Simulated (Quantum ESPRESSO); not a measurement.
# MnS: which magnetic order is lowest, part 2 of 2

Aim: find out which collinear order of MnS costs least.

Quantum ESPRESSO 7.5; PBEsol; plane waves with GBRV 1.5 PBEsol potentials, no spin-orbit coupling.

So far, absolute magnetization (μB): step 2 (run 1 (ferro +)) 4.65.

The database entry behind the starting cell differs from later determinations by our own check (an axis about 0.2 % short against later determinations), so it need not match the best structure at ambient conditions.

### 4. Run 3 (antiferro q=(0,0,1/2) +−)

The cell is doubled to 4 atoms to hold this order.

Input file pw.in:

```
&CONTROL
  calculation = 'scf'
  prefix = 'pwscf'
  outdir = './tmp'
  pseudo_dir = './pseudo'
  disk_io = 'nowf'
/
&SYSTEM
  ibrav = 0
  celldm(1) = 8
  nat = 4
  ntyp = 3
  ecutwfc = 40
  ecutrho = 280
  nbnd = 30
  occupations = 'smearing'
  smearing = 'fd'
  degauss = 0.00367493
  nspin = 2
  starting_magnetization(1) = 0.3
  starting_magnetization(2) = -0.3
  starting_magnetization(3) = 0
/
&ELECTRONS
  conv_thr = 8d-09
  electron_maxstep = 150
  mixing_beta = 0.3
/
ATOMIC_SPECIES
Mn1    54.9380 mn_pbesol_v1.5.uspp.F.UPF
Mn2    54.9380 mn_pbesol_v1.5.uspp.F.UPF
S      32.0600 s_pbesol_v1.4.uspp.F.UPF
CELL_PARAMETERS alat
   0.0000000000000    0.6152239614485    0.6152239614485
   0.6152239614485    0.0000000000000    0.6152239614485
   1.2304479228970    1.2304479228970    0.0000000000000
ATOMIC_POSITIONS crystal
Mn1     0.0000000000    0.0000000000    0.0000000000
Mn2     0.0000000000    0.0000000000    0.5000000000
S       0.5000000000    0.5000000000    0.2500000000
S       0.5000000000    0.5000000000    0.7500000000
K_POINTS automatic
6 6 3 0 0 0
```

Launch:

```sh
$ OMP_NUM_THREADS=1 mpirun -n 4 pw.x -nk 4 -in pw.in > pw.out
```

The program printed:

```text
     [... lines left out ...]
Program PWSCF v.7.5 starts
     [... lines left out ...]
     number of atoms/cell      =            4
     [... lines left out ...]
     number of electrons       =        42.00
     number of Kohn-Sham states=           30
     kinetic-energy cutoff     =      40.0000  Ry
     charge density cutoff     =     280.0000  Ry
     scf convergence threshold =      8.0E-09
     [... lines left out ...]
     12 Sym. Ops., with inversion, found
     [... lines left out ...]
     number of k points=    16  Fermi-Dirac smearing, width (Ry)=  0.0037
     [... lines left out ...]
     iteration # 13     ecut=    40.00 Ry     beta= 0.30
     [... lines left out ...]
     Magnetic moment per site  (integrated on atomic sphere of radius R)
     atom   1 (R=0.254)  charge= 13.2001  magn=  4.1515
     atom   2 (R=0.254)  charge= 13.2002  magn= -4.1515
     atom   3 (R=0.254)  charge=  4.6418  magn=  0.0000
     atom   4 (R=0.254)  charge=  4.6418  magn=  0.0000
     [... lines left out ...]
     the Fermi energy is    10.0550 ev
!    total energy              =    -470.31613520 Ry
     estimated scf accuracy    <          1.6E-09 Ry
     smearing contrib. (-TS)   =      -0.00000042 Ry
     [... lines left out ...]
     total magnetization       =    -0.00 Bohr mag/cell
     absolute magnetization    =     8.89 Bohr mag/cell
     convergence has been achieved in  13 iterations
```

It took 11 s on 4 MPI ranks of AMD EPYC 9R14 (Zen 4), shared host; peak memory 0.47 GiB; 42 s of CPU time.

Spin moment in the atom's sphere by atom:

```csv
atom,spin moment in the atom's sphere (μB)
Mn1,4.15
Mn2,-4.15
S3,0.00
S4,0.00
```

Numbers from this step:

- smearing term TS: 5.67e-6 eV
- magnetization: 0 μB
- absolute magnetization: 8.89 μB
- final state: antiferromagnetic

### 5. Run 4, typed as no spin polarisation

Input file pw.in:

```
&CONTROL
  calculation = 'scf'
  prefix = 'pwscf'
  outdir = './tmp'
  pseudo_dir = './pseudo'
  disk_io = 'nowf'
/
&SYSTEM
  ibrav = 0
  celldm(1) = 8
  nat = 2
  ntyp = 2
  ecutwfc = 40
  ecutrho = 280
  nbnd = 17
  occupations = 'smearing'
  smearing = 'fd'
  degauss = 0.00367493
/
&ELECTRONS
  conv_thr = 4d-09
  electron_maxstep = 150
  mixing_beta = 0.3
/
ATOMIC_SPECIES
Mn     54.9380 mn_pbesol_v1.5.uspp.F.UPF
S      32.0600 s_pbesol_v1.4.uspp.F.UPF
CELL_PARAMETERS alat
   0.0000000000000    0.6152239614485    0.6152239614485
   0.6152239614485    0.0000000000000    0.6152239614485
   0.6152239614485    0.6152239614485    0.0000000000000
ATOMIC_POSITIONS crystal
Mn      0.0000000000    0.0000000000    0.0000000000
S       0.5000000000    0.5000000000    0.5000000000
K_POINTS automatic
6 6 6 0 0 0
```

The program printed:

```text
     [... lines left out ...]
Program PWSCF v.7.5 starts
     [... lines left out ...]
     number of atoms/cell      =            2
     [... lines left out ...]
     number of electrons       =        21.00
     number of Kohn-Sham states=           17
     kinetic-energy cutoff     =      40.0000  Ry
     charge density cutoff     =     280.0000  Ry
     scf convergence threshold =      4.0E-09
     [... lines left out ...]
     48 Sym. Ops., with inversion, found
     [... lines left out ...]
     number of k points=    16  Fermi-Dirac smearing, width (Ry)=  0.0037
     [... lines left out ...]
     iteration # 12     ecut=    40.00 Ry     beta= 0.30
     [... lines left out ...]
     the Fermi energy is     9.5847 ev
!    total energy              =    -234.99067825 Ry
     estimated scf accuracy    <          2.0E-09 Ry
     smearing contrib. (-TS)   =      -0.00594045 Ry
     [... lines left out ...]
     convergence has been achieved in  12 iterations
```

The job ended after 3 s (4 MPI ranks; peak memory 0.31 GiB; 11 s of CPU time).

Numbers from this step:

- smearing term TS: 0.08082 eV
- final state: non-magnetic (no spin polarisation)

### 6. Ranking

An order is kept where moments of 0.15 μB or more survive with the typed signs; meshes match where a doubled cell samples the same k points as the first cell.

Orders:

```csv
start,final state,typed order kept,energy over the lowest (meV a seeded atom),largest site moment (μB),net moment (μB a cell of the first run),mesh matched,CPU time (s)
ferro +,ferromagnetic,yes,102.1,4.166,4.647,yes,14.63
"antiferro q=(0,1/2,1/2) +-",antiferromagnetic,yes,86.05,4.157,0,yes,72.05
"antiferro q=(0,0,1/2) +-",antiferromagnetic,yes,0,4.152,0,yes,42.03
no spin polarisation,non-magnetic,-,2277,0,0,yes,10.71
```

### 7. A Heisenberg model

E = −Σ J e·e over ordered pairs of unit vectors, so each pair counts twice. As many shells are taken as there are differences of energy, so the couplings are solved for and no residual tests the model; further shells are folded in, and shells whose pairs keep their relative signs in all orders cancel and are not probed. Couplings from the energies:

```csv
pair,distance (Å),neighbours an atom,J (meV)
Mn-Mn,3.683,12,-1.005
Mn-Mn,5.209,6,-7.505
```

### 8. Summary of results

```yaml
lowest_state_found: antiferromagnetic (from antiferro q=(0,0,1/2) +-)
largest_site_moment: 4.15 μB
next_state_with_moments: antiferromagnetic, 86.0 meV a seeded atom higher
state_without_moments: 2277 meV a seeded atom higher
j_of_the_weightiest_shell: -7.51 meV
```

What this shows: Forming the moments gains more than four times the spread of the orders, as local moments do. The largest moment changes by 0.36 % between the kept orders, as for well localised moments. This is the lowest of 4 collinear or spinless starts, no proof of the ground state. No Hubbard term acts here. In such compounds local and semilocal functionals without one often delocalise the d electrons, and can shrink or lose moments and miss the size, sign and order of the couplings.

[Logs and program files are shortened in this print: banners, set-up blocks, solver, clock and traceback lines can be left out without a mark of their own.]

[Logs are printed without paths, hosts, clocks, repeated set-up lines and the standing remarks that a program may print on its own settings, such as how far it seeks lower states.]

[Hosts, paths, dates, database ids (printed as entryN), source tags and the programs' standing remarks are cut or masked in the printed files.]

[Where a cell is said to come from a database of computed structures, the database is the Materials Project.]
